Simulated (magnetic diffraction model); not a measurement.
# Solving a magnetic structure from powder neutron data: LiCr₂Cl₅

Space group Cmcm (no. 63), a = 4.9630 Å, b = 12.9960 Å, c = 12.7980 Å.

```
site  atom    x       y       z
  8f    Cr  1/2  0.3658  0.4291
  8f    Cl  1/2  0.1816  0.9320
  8f    Cl  1/2  0.4450  0.8862
  4c    Cl  1/2  0.2705     1/4
  4c    Li  1/2  0.3198     3/4
```

The compound is invented for this exercise: a known structure type with other elements, its cell scaled to their sizes and not relaxed.

Only Cr is taken to order (form factors of Cr2+); orders and moment sizes are assumed, and not adapted to the symmetry. Radiation: neutrons of λ = 2.41 Å, 3° to 60°; isotropic B of 0.69 Å² (Cr), 0.94 Å² (Cl) and 1.08 Å² (Li). The intensities are simulated: I ∝ L Σ (|F_N|² + |F_M⊥|²) for unpolarised neutrons, with F_M = 2.695 fm/μB × Σ f(s) S exp(2πi Q·r) exp(−B s²) at Q = H ± k (one set where k and −k are equivalent), only the part normal to Q counting and L = 1/(sin²θ cos θ). For collinear order S is the moment m, which repeats by lattice and centring translations R with the sign exp(−2πi k·R). Form factors are spin-only for 3d ions and dipole or tabulated for f ions, scattering lengths are Sears's of 1992, and absorption is left out. A label names one of the reflections at its angle. The strongest nuclear line in the range is 100, and lines under 0.2 are left out.

Above the ordering temperature:

```
2θ (°)    index      I
 21.37  (0 2 0)    5.8
 21.71  (0 0 2)   19.1
 24.01  (0 2 1)    5.3
 30.13  (1 1 0)   31.9
 30.65  (0 2 2)    0.2
 32.09  (1 1 1)    1.1
 39.50  (0 2 3)    3.8
 43.34  (1 3 0)   28.5
 44.25  (0 0 4)    7.3
 44.80  (1 3 1)   33.6
 45.00  (0 4 1)   48.4
 45.14  (1 1 3)  100.0
 48.97  (1 3 2)   14.4
 49.16  (0 4 2)   11.5
 49.64  (0 2 4)   22.1
 54.46  (1 1 4)   25.7
 55.41  (1 3 3)    2.0
 55.58  (0 4 3)   37.0
 58.10  (2 0 0)   58.0
```

Below it (cell unchanged):

```tsv
2θ (°)	I
18.47	51.3
21.37	5.8
21.71	19.1
23.92	3.8
24.01	5.3
26.45	1.7
30.13	31.9
30.58	9.7
30.65	0.2
32.09	1.1
32.29	5.9
37.61	6.2
39.50	3.8
42.08	11.3
43.34	28.5
44.25	7.3
44.55	8.3
44.80	33.6
45.00	48.4
45.14	100.0
47.29	0.8
48.74	0.8
48.97	14.4
49.16	11.5
49.60	1.6
49.64	22.1
51.31	3.8
52.45	1.6
52.80	3.9
53.11	0.2
54.46	25.7
54.59	1.6
55.41	2.0
55.58	37.0
56.20	2.4
56.54	1.2
```
(The table stops after 36 lines; 2 more lie at higher angle.)

**Question.** Check that the new lines index with k = (1/2 1/2 1), then choose among these models:
A. collinear moments along [110], 3.54 μB on Cr; signs + at (1/2, 0.3658, 0.4291), − at (1/2, 0.3658, 0.0709), + at (0, 0.1342, 0.9291), − at (0, 0.1342, 0.5709)
B. collinear moments along [110], 3.54 μB on Cr; signs + at (1/2, 0.3658, 0.4291), − at (1/2, 0.3658, 0.0709), − at (0, 0.1342, 0.9291), + at (0, 0.1342, 0.5709)
C. collinear moments along [001], 3.54 μB on Cr; signs + at (1/2, 0.3658, 0.4291), − at (1/2, 0.3658, 0.0709), − at (0, 0.1342, 0.9291), + at (0, 0.1342, 0.5709)
D. collinear moments along [001], 3.54 μB on Cr; signs + at (1/2, 0.3658, 0.4291), − at (1/2, 0.3658, 0.0709), + at (0, 0.1342, 0.9291), − at (0, 0.1342, 0.5709)

The new lines index as (1/2 1/2 1) at 18.47°, (1/2 -3/2 1) at 23.92°, (1/2 1/2 2) at 26.45° and (1/2 -3/2 2) at 30.58°, that is as H ± k with k = (1/2 1/2 1), one of 2 inequivalent arms of its star (k and −k counted as one), which a powder can't tell apart. Half indices mean that the moments reverse under translations with k·R a half-integer, and the magnetic cell has twice the primitive volume.

Magnetic intensity, observed (below minus above) and for each model:

| 2θ (°) | index | observed | A | B | C | D |
| --- | --- | --- | --- | --- | --- | --- |
| 18.47 | (1/2 1/2 1) | 51.3 | 55.5 | 11.2 | 10.3 | 51.3 |
| 23.92 | (1/2 -3/2 1) | 3.8 | 3.9 | 39.5 | 38.0 | 3.8 |
| 26.45 | (1/2 1/2 2) | 1.7 | 4.4 | 22.0 | 8.3 | 1.7 |
| 30.58 | (1/2 -3/2 2) | 9.7 | 17.6 | 1.8 | 1.0 | 9.7 |
| 32.29 | (1/2 5/2 1) | 5.9 | 0.8 | 2.4 | 16.7 | 5.9 |
| 42.08 | (1/2 -7/2 1) | 11.3 | 5.8 | 0.2 | 0.4 | 11.3 |
| 46.96 | (1/2 1/2 4) | <0.2 | 1.7 | 8.5 | 0.9 | <0.2 |
| 49.60 | (1/2 -3/2 4) | 1.6 | 7.9 | 0.8 | <0.2 | 1.6 |

Model D matches.

The structure used: k = (1/2 1/2 1), collinear moments along [001], 3.54 μB on Cr; signs + at (1/2, 0.3658, 0.4291), − at (1/2, 0.3658, 0.0709), + at (0, 0.1342, 0.9291), − at (0, 0.1342, 0.5709).

[Logs are printed without paths, hosts, clocks, repeated set-up lines and the standing remarks that a program may print on its own settings, such as how far it seeks lower states.]
